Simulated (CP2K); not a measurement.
Consider mercaptoacetylene at its PBE geometry (Å).

```xyz
5

C    -1.2206   -0.0604   -0.3110
C    -0.0285   -0.1783   -0.0966
S     1.6135   -0.4831    0.1184
H    -2.2691    0.0556   -0.4871
H     1.9046    0.6662    0.7763
```

Method: CP2K XAS_TDP, all-electron GAPW, PBEh(45%), aug-cc-pVTZ, TDA, GW2X-corrected core level, ZORA, spin–orbit coupling.

Question: Where do the S L₂,₃-edge lines lie, and how strong are they?

Leading lines: S3 164.46 eV. The leading line of an atom is its first one with 35 % of the strongest within 2.5 eV of its lowest line over the strength cut. Core ionisation energies at this level: S3 170.17/170.29/171.20 eV; the 2p½ level lies 0.97 eV above the 2p3/2 pair.

The first six lines of each atom with a strength over 0.0003:

```csv
atom,energy (eV),states,"strength, one atom",above the computed threshold
S3 (bonded to C and H),164.46,1,0.0057,
,165.56,1,0.0019,
,165.93,1,0.0011,
,166.21,1,0.0008,
,166.48,1,0.0033,
,166.52,1,0.0030,
```

Lines are vertical, at one geometry, with no vibrational structure. GW2X ionisation energies and lines can be off by 1 to 2 eV either way, and a good line position may hide errors that cancel. Rydberg lines, and the discretised continuum above threshold, depend on the basis and the box.

[Banner, clock and machine lines of the logs are left out without a mark of their own.]

[Logs are printed without paths, hosts, clocks, repeated set-up lines and the standing remarks that a program may print on its own settings, such as how far it seeks lower states.]

[Hosts, paths, dates, database ids (printed as entryN), source tags and the programs' standing remarks are cut or masked in the printed files.]
